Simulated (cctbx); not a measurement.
## A crystallographic session in cctbx: SrCaCo4S8

Library: cctbx 2025.11. The data are simulated by the first script.

## 1. Simulate the data

run.py:

```python
from cctbx import adptbx, crystal, miller, sgtbx, xray
from cctbx.array_family import flex
from iotbx.shelx import hklf
from scitbx import matrix
import scitbx.random

cs = crystal.symmetry(unit_cell=(6.545, 6.545, 9.25, 90, 90, 120), space_group_symbol='Hall: -P 3 2')  # P-31m
atoms = [  # label, site, U (iso, or U11 U22 U33 U12 U13 U23 in A^2), occupancy
    ("Sr1", (0, 0, 0), (0.0171, 0.0171, 0.0134, 0.0086, -0.0000, 0.0000), 1),
    ("Co1", (2/3, 1/3, 0.2392), (0.0201, 0.0201, 0.0132, 0.0101, 0.0000, 0.0000), 1),
    ("Ca1", (0, 0, 0.5), (0.0152, 0.0152, 0.0154, 0.0076, -0.0000, 0.0000), 1),
    ("S1", (2/3, 1/3, 0), (0.0281, 0.0281, 0.0164, 0.0140, 0.0000, 0.0000), 1),
    ("S2", (0.333, 0, 0.3065), (0.0120, 0.0165, 0.0207, 0.0083, 0.0014, 0.0000), 1),
]
xs = xray.structure(crystal_symmetry=cs)
for label, site, u, occ in atoms:
    u = adptbx.u_cif_as_u_star(cs.unit_cell(), u) if isinstance(u, tuple) else u
    xs.add_scatterer(xray.scatterer(label, site=site, u=u, occupancy=occ))
xs.set_inelastic_form_factors(1.54184, "sasaki")
xs.show_summary()
p1 = xs.expand_to_p1()
ms = miller.build_set(p1, anomalous_flag=True, d_min=0.83)
flex.set_random_seed(894820)
scitbx.random.set_random_seed(894820)
ms = ms.select(flex.random_double(ms.size()) < 0.95)
i = ms.structure_factors_from_scatterers(p1, algorithm="direct").f_calc().as_intensity_array().data()
i = i / flex.sqrt(1 + 0.1 * i / flex.max(i))  # extinction
i = i * 40000 / flex.max(i)
sig = flex.sqrt(i + flex.pow2(0.04 * i) + 2 ** 2)
noise = scitbx.random.variate(scitbx.random.normal_distribution())(i.size())
data = ms.array(data=i + sig * noise, sigmas=sig).set_observation_type_xray_intensity()
with open("data.hkl", "w") as f:
    data.export_as_shelx_hklf(f)
print("reflections written:", data.size(), " <I/sigma> = %.1f" % flex.mean(data.data() / data.sigmas()))
for h, a, b in list(data.sort("data"))[:12]:
    print("%4d%4d%4d %9.1f %7.1f" % (h + (a, b)))
```

```console
$ python run.py
```

```text
Number of scatterers: 5
At special positions: 5
Unit cell: (6.545, 6.545, 9.25, 90, 90, 120)
Space group: P -3 1 m (No. 162)
reflections written: 2416  <I/sigma> = 12.5
   0  -3   0   40339.9  1612.5
  -3   3   0   40303.5  1612.5
   0   3   0   39890.7  1612.5
  -3   0   0   39438.3  1612.5
   3   0   0   38243.7  1612.5
   2  -1   4   37546.6  1385.4
  -1   2   4   36042.8  1385.4
  -1  -1   4   35054.3  1385.4
   1  -2  -4   34417.2  1385.4
  -2   1  -4   33574.3  1385.4
   1   1  -4   32930.6  1385.4
   0   0   4   27801.5  1103.0
```

Run time: 0.39 s on 1 thread of Arm Neoverse N1, on a shared host, peak memory 0.07 GiB.

## 2. Refinement (right model, isotropic)

run.py:

```python
import math
from cctbx import adptbx, crystal, maptbx, sgtbx, xray
from cctbx.array_family import flex
from cctbx.xray import observations
from iotbx.shelx import hklf
from scitbx.lstbx import normal_eqns_solving
from smtbx import absolute_structure, utils
from smtbx.refinement import constraints, least_squares

cs = crystal.symmetry(unit_cell=(6.545, 6.545, 9.25, 90, 90, 120), space_group_symbol='Hall: -P 3 2')  # P-31m
atoms = [  # label, site, U (iso, or U11 U22 U33 U12 U13 U23 in A^2), occupancy
    ("Sr1", (0, 0, 0), 0.0200, 1),
    ("Co1", (2/3, 1/3, 0.2312), 0.0200, 1),
    ("Ca1", (0, 0, 0.5), 0.0200, 1),
    ("S1", (2/3, 1/3, 0), 0.0200, 1),
    ("S2", (0.3305, 0, 0.3121), 0.0200, 1),
]
xs = xray.structure(crystal_symmetry=cs)
for label, site, u, occ in atoms:
    u = adptbx.u_cif_as_u_star(cs.unit_cell(), u) if isinstance(u, tuple) else u
    xs.add_scatterer(xray.scatterer(label, site=site, u=u, occupancy=occ))
xs.set_inelastic_form_factors(1.54184, "sasaki")
raw = hklf.reader(file_name="data.hkl").as_miller_arrays(crystal_symmetry=cs, anomalous=True)[0]
merged = raw.eliminate_sys_absent().merge_equivalents()
fo2 = merged.array().set_observation_type_xray_intensity()
print("Rint %.3f, %d unique reflections to %.2f A" % (merged.r_int(), fo2.size(), fo2.d_min()))
for sc in xs.scatterers():
    sc.flags.set_grad_site(True)
    sc.flags.set_grad_u_aniso(sc.flags.use_u_aniso())
    sc.flags.set_grad_u_iso(sc.flags.use_u_iso())
obs = fo2.as_xray_observations()
extra = {}
rep = constraints.reparametrisation(xs, [], utils.connectivity_table(xs), **extra)
ls = least_squares.crystallographic_ls(obs, rep, weighting_scheme=least_squares.mainstream_shelx_weighting(a=0, b=0))
print("cycle     R1     wR2    GooF  max shift (A)")
for cycle in range(8):
    ls.build_up()
    r1, wr2, goof = ls.r1_factor(cutoff_factor=2)[0], ls.wR2(), ls.goof()
    old = xs.sites_cart()
    normal_eqns_solving.levenberg_marquardt_iterations(ls, n_max_iterations=3, tau=1e-06, step_threshold=1e-7)
    big = flex.max((xs.sites_cart() - old).norms())
    print("%4d %7.4f %7.4f %7.3f %9.5f" % (cycle + 1, r1, wr2, goof, big))
    ls.build_up(objective_only=True)
    if abs(ls.wR2() - wr2) < 5e-5 and big < 5e-4:
        break
ls.build_up()
print("final R1 %.4f wR2 %.4f GooF %.3f  parameters %d  data/parameter %.1f" % (ls.r1_factor(cutoff_factor=2)[0], ls.wR2(), ls.goof(), ls.n_parameters, fo2.size() / ls.n_parameters))
cov = ls.covariance_matrix_and_annotations()
su = dict(zip(cov.annotations, (math.sqrt(max(v, 0)) for v in cov.matrix.matrix_packed_u_diagonal())))
a2 = cs.unit_cell().reciprocal_parameters()[0] ** -2
print("atom        x        y        z      Ueq    occ   su(xyz)  su(Uiso or U11)")
for sc in xs.scatterers():
    s = max(su.get(sc.label + k, 0) for k in (".x", ".y", ".z"))
    npd = "" if sc.is_positive_definite_u(cs.unit_cell()) else "  NPD"
    print("%-5s %8.5f %8.5f %8.5f %8.4f %6.3f %8.5f %7.4f%s" % ((sc.label,) + sc.site + (sc.u_iso_or_equiv(cs.unit_cell()), sc.occupancy, s, su.get(sc.label + ".uiso", su.get(sc.label + ".u11", 0) * a2), npd)))
fo = fo2.f_sq_as_f()
fc = fo.structure_factors_from_scatterers(xs, algorithm="direct").f_calc()
diff = fo.f_obs_minus_f_calc(1 / math.sqrt(ls.scale_factor()), fc).average_bijvoet_mates()
m = diff.fft_map(symmetry_flags=maptbx.use_space_group_symmetry, resolution_factor=0.25).apply_volume_scaling()
print("difference map: max %.2f min %.2f rms %.2f" % (m.statistics().max(), m.statistics().min(), m.statistics().sigma()))
peaks = m.peak_search(parameters=maptbx.peak_search_parameters(min_distance_sym_equiv=0.6, max_clusters=6)).all()
near = xs.closest_distances(peaks.sites(), distance_cutoff=4)
sps = cs.special_position_settings(min_distance_sym_equiv=0.5)
for k, (x, h) in enumerate(zip(peaks.sites(), peaks.heights())):
    ss = sps.site_symmetry(x)
    print("Q%-3d %7.4f %7.4f %7.4f %4d %7.2f  %.2f A from %s" % ((k + 1,) + tuple(t % 1 for t in ss.exact_site()) + (ss.multiplicity(), h, near.smallest_distances[k], xs.scatterers()[near.i_seqs[k]].label)))
```

```console
$ python run.py
```

```text
Rint 0.035, 253 unique reflections to 0.83 A
cycle     R1     wR2    GooF  max shift (A)
   1  0.2025  0.4961  21.538   0.07321
   2  0.0302  0.0969   4.206   0.00008
final R1 0.0303 wR2 0.0969 GooF 4.206  parameters 8  data/parameter 31.6
atom        x        y        z      Ueq    occ   su(xyz)  su(Uiso or U11)
Sr1    0.00000  0.00000  0.00000   0.0162  1.000  0.00000  0.0004
Co1    0.66667  0.33333  0.23911   0.0176  1.000  0.00012  0.0005
Ca1    0.00000  0.00000  0.50000   0.0147  1.000  0.00000  0.0006
S1     0.66667  0.33333  0.00000   0.0248  1.000  0.00000  0.0007
S2     0.33286  0.00000  0.30636   0.0155  1.000  0.00018  0.0005
difference map: max 0.83 min -1.46 rms 0.14
Q1    0.0000  0.0000  0.0000    1    0.83  0.00 A from Sr1
Q2    0.0000  0.3143  0.2454    6    0.81  0.58 A from S2
Q3    0.0000  0.3419  0.3580    6    0.72  0.48 A from S2
Q4    0.2412  0.6145  0.7596   12    0.58  0.52 A from Co1
Q5    0.2935  0.5871  0.0000    6    0.52  0.45 A from S1
Q6    0.0000  0.1589  0.3602    6    0.30  1.24 A from S2
```

Time: 0.56 s.

Figures of merit this high mean that the model is still wrong or incomplete.

## 3. Refinement (right model, anisotropic)

run.py, as its changes from the last script of this kind:

```diff
@@ -12,5 +12,5 @@
-    ("Sr1", (0, 0, 0), 0.0200, 1),
-    ("Co1", (2/3, 1/3, 0.2312), 0.0200, 1),
-    ("Ca1", (0, 0, 0.5), 0.0200, 1),
-    ("S1", (2/3, 1/3, 0), 0.0200, 1),
-    ("S2", (0.3305, 0, 0.3121), 0.0200, 1),
+    ("Sr1", (0, 0, 0), 0.0162, 1),
+    ("Co1", (2/3, 1/3, 0.23911), 0.0176, 1),
+    ("Ca1", (0, 0, 0.5), 0.0147, 1),
+    ("S1", (2/3, 1/3, 0), 0.0248, 1),
+    ("S2", (0.33286, 0, 0.30636), 0.0155, 1),
@@ -22,0 +23 @@
+xs.convert_to_anisotropic()
```

```console
$ python run.py
```

```text
Rint 0.035, 253 unique reflections to 0.83 A
cycle     R1     wR2    GooF  max shift (A)
   1  0.0302  0.0969   4.268   0.00072
   2  0.0091  0.0221   0.973   0.00000
final R1 0.0091 wR2 0.0221 GooF 0.973  parameters 15  data/parameter 16.9
atom        x        y        z      Ueq    occ   su(xyz)  su(Uiso or U11)
Sr1    0.00000  0.00000  0.00000   0.0157  1.000  0.00000  0.0001
Co1    0.66667  0.33333  0.23919   0.0176  1.000  0.00003  0.0001
Ca1    0.00000  0.00000  0.50000   0.0151  1.000  0.00000  0.0002
S1     0.66667  0.33333  0.00000   0.0240  1.000  0.00000  0.0002
S2     0.33291  0.00000  0.30641   0.0158  1.000  0.00004  0.0001
difference map: max 0.12 min -0.27 rms 0.05
Q1    0.2459  0.4749  0.1855   12    0.12  1.20 A from Co1
Q2    0.0000  0.2421  0.8841    6    0.12  1.91 A from Sr1
Q3    0.1127  0.5675  0.1680   12    0.12  1.42 A from Co1
Q4    0.2192  0.4298  0.3427   12    0.11  1.29 A from S2
Q5    0.2257  0.4515  0.5000    6    0.11  2.20 A from S2
Q6    0.0000  0.1287  0.3938    6    0.10  1.29 A from Ca1
```

Time: 0.53 s.

## 4. Refinement

run.py, as its changes from the last script of this kind:

```diff
@@ -13,2 +13,2 @@
-    ("Co1", (2/3, 1/3, 0.23911), 0.0176, 1),
-    ("Ca1", (0, 0, 0.5), 0.0147, 1),
+    ("Ca1", (2/3, 1/3, 0.23911), 0.0176, 1),
+    ("Co1", (0, 0, 0.5), 0.0147, 1),
@@ -37 +37 @@
-for cycle in range(8):
+for cycle in range(12):
```

```console
$ python run.py
```

```text
Rint 0.035, 253 unique reflections to 0.83 A
cycle     R1     wR2    GooF  max shift (A)
   1  0.1409  0.3846  16.941   0.00493
   2  0.0862  0.2532  11.156   0.00046
   3  0.0853  0.2530  11.144   0.00005
final R1 0.0853 wR2 0.2530 GooF 11.144  parameters 15  data/parameter 16.9
atom        x        y        z      Ueq    occ   su(xyz)  su(Uiso or U11)
Sr1    0.00000  0.00000  0.00000   0.0160  1.000  0.00000  0.0014
Ca1    0.66667  0.33333  0.23914   0.0093  1.000  0.00031  0.0014
Co1    0.00000  0.00000  0.50000   0.0259  1.000  0.00000  0.0026
S1     0.66667  0.33333  0.00000   0.0222  1.000  0.00000  0.0024
S2     0.33334  0.00000  0.30684   0.0154  1.000  0.00048  0.0017
difference map: max 3.64 min -1.80 rms 0.45
Q1    0.3333  0.6667  0.2222    4    3.64  0.16 A from Ca1
Q2    0.0000  0.0000  0.0000    1    3.24  0.00 A from Sr1
Q3    0.0000  0.0000  0.2598    2    2.19  2.22 A from Co1
Q4    0.0000  0.0000  0.5000    1    1.54  0.00 A from Co1
Q5    0.0000  0.1742  0.5494    6    0.69  1.23 A from Co1
Q6    0.0000  0.0000  0.3746    2    0.67  1.16 A from Co1
```

Time: 0.61 s.

This run holds a fault made on purpose: elements exchanged: Co1 is Ca and Ca1 is Co.

## 5. Refinement

run.py, as its changes from the last script of this kind:

```diff
@@ -12,5 +12,5 @@
-    ("Sr1", (0, 0, 0), 0.0162, 1),
-    ("Ca1", (2/3, 1/3, 0.23911), 0.0176, 1),
-    ("Co1", (0, 0, 0.5), 0.0147, 1),
-    ("S1", (2/3, 1/3, 0), 0.0248, 1),
-    ("S2", (0.33286, 0, 0.30636), 0.0155, 1),
+    ("Sr1", (0, 0, 0), 0.0200, 1),
+    ("Co1", (2/3, 1/3, 0.2493), 0.0200, 1),
+    ("Ca1", (0, 0, 0.5), 0.0200, 1),
+    ("S1", (2/3, 1/3, 0), 0.0200, 1),
+    ("S2", (0.4172, 0, 0.2342), 0.0200, 1),
@@ -23 +22,0 @@
-xs.convert_to_anisotropic()
@@ -37 +36 @@
-for cycle in range(12):
+for cycle in range(10):
@@ -41 +40 @@
-    normal_eqns_solving.levenberg_marquardt_iterations(ls, n_max_iterations=3, tau=1e-06, step_threshold=1e-7)
+    normal_eqns_solving.levenberg_marquardt_iterations(ls, n_max_iterations=3, tau=0.0001, step_threshold=1e-7)
```

```console
$ python run.py
```

```text
Rint 0.035, 253 unique reflections to 0.83 A
cycle     R1     wR2    GooF  max shift (A)
   1  0.8246  0.9692  42.082   0.13306
   2  0.6731  0.8978  38.982   0.57368
   3  0.4633  0.7297  31.684   0.26133
   4  0.0614  0.2052   8.911   0.01071
   5  0.0303  0.0969   4.206   0.00001
final R1 0.0303 wR2 0.0969 GooF 4.206  parameters 8  data/parameter 31.6
atom        x        y        z      Ueq    occ   su(xyz)  su(Uiso or U11)
Sr1    0.00000  0.00000  0.00000   0.0162  1.000  0.00000  0.0004
Co1    0.66667  0.33333  0.23911   0.0176  1.000  0.00012  0.0005
Ca1    0.00000  0.00000  0.50000   0.0147  1.000  0.00000  0.0006
S1     0.66667  0.33333  0.00000   0.0248  1.000  0.00000  0.0007
S2     0.33286  0.00000  0.30636   0.0155  1.000  0.00018  0.0005
difference map: max 0.83 min -1.46 rms 0.14
Q1    0.0000  0.0000  0.0000    1    0.83  0.00 A from Sr1
Q2    0.0000  0.3143  0.2454    6    0.81  0.58 A from S2
Q3    0.0000  0.3419  0.3580    6    0.72  0.48 A from S2
Q4    0.2412  0.6145  0.7596   12    0.58  0.52 A from Co1
Q5    0.2935  0.5871  0.0000    6    0.52  0.45 A from S1
Q6    0.0000  0.1589  0.3602    6    0.30  1.24 A from S2
```

Time: 0.69 s.

This run holds a fault made on purpose: start far from the minimum.

## 6. Refinement

run.py, as its changes from the last script of this kind:

```diff
@@ -12,5 +12,5 @@
-    ("Sr1", (0, 0, 0), 0.0200, 1),
-    ("Co1", (2/3, 1/3, 0.2493), 0.0200, 1),
-    ("Ca1", (0, 0, 0.5), 0.0200, 1),
-    ("S1", (2/3, 1/3, 0), 0.0200, 1),
-    ("S2", (0.4172, 0, 0.2342), 0.0200, 1),
+    ("Sr1", (0, 0, 0), 0.0162, 1),
+    ("Fe1", (2/3, 1/3, 0.23911), 0.0176, 1),
+    ("Ca1", (0, 0, 0.5), 0.0147, 1),
+    ("S1", (2/3, 1/3, 0), 0.0248, 1),
+    ("S2", (0.33286, 0, 0.30636), 0.0155, 1),
@@ -22,0 +23 @@
+xs.convert_to_anisotropic()
@@ -36 +37 @@
-for cycle in range(10):
+for cycle in range(12):
@@ -40 +41 @@
-    normal_eqns_solving.levenberg_marquardt_iterations(ls, n_max_iterations=3, tau=0.0001, step_threshold=1e-7)
+    normal_eqns_solving.levenberg_marquardt_iterations(ls, n_max_iterations=3, tau=1e-06, step_threshold=1e-7)
```

```console
$ python run.py
```

```text
Rint 0.035, 253 unique reflections to 0.83 A
cycle     R1     wR2    GooF  max shift (A)
   1  0.0370  0.1172   5.164   0.00108
   2  0.0147  0.0451   1.989   0.00002
final R1 0.0147 wR2 0.0451 GooF 1.989  parameters 15  data/parameter 16.9
atom        x        y        z      Ueq    occ   su(xyz)  su(Uiso or U11)
Sr1    0.00000  0.00000  0.00000   0.0155  1.000  0.00000  0.0002
Fe1    0.66667  0.33333  0.23913   0.0202  1.000  0.00006  0.0003
Ca1    0.00000  0.00000  0.50000   0.0143  1.000  0.00000  0.0004
S1     0.66667  0.33333  0.00000   0.0243  1.000  0.00000  0.0005
S2     0.33287  0.00000  0.30648   0.0158  1.000  0.00008  0.0003
difference map: max 0.43 min -0.54 rms 0.07
Q1    0.0000  0.0000  0.2764    2    0.45  2.07 A from Ca1
Q2    0.3333  0.6667  0.3224    4    0.22  0.77 A from Fe1
Q3    0.0000  0.4232  0.1353    6    0.17  1.69 A from S2
Q4    0.0000  0.1305  0.3840    6    0.17  1.37 A from Ca1
Q5    0.0000  0.4376  0.6440    6    0.15  1.57 A from S2
Q6    0.0000  0.1722  0.8318    6    0.15  1.92 A from Sr1
```

Run time: 0.56 s on 1 thread of Arm Neoverse N1, with other jobs on the host, peak memory 0.09 GiB.

This run holds a fault made on purpose: wrong element: Fe1 is Co.

[Logs are printed without paths, hosts, clocks, repeated set-up lines and the standing remarks that a program may print on its own settings, such as how far it seeks lower states.]
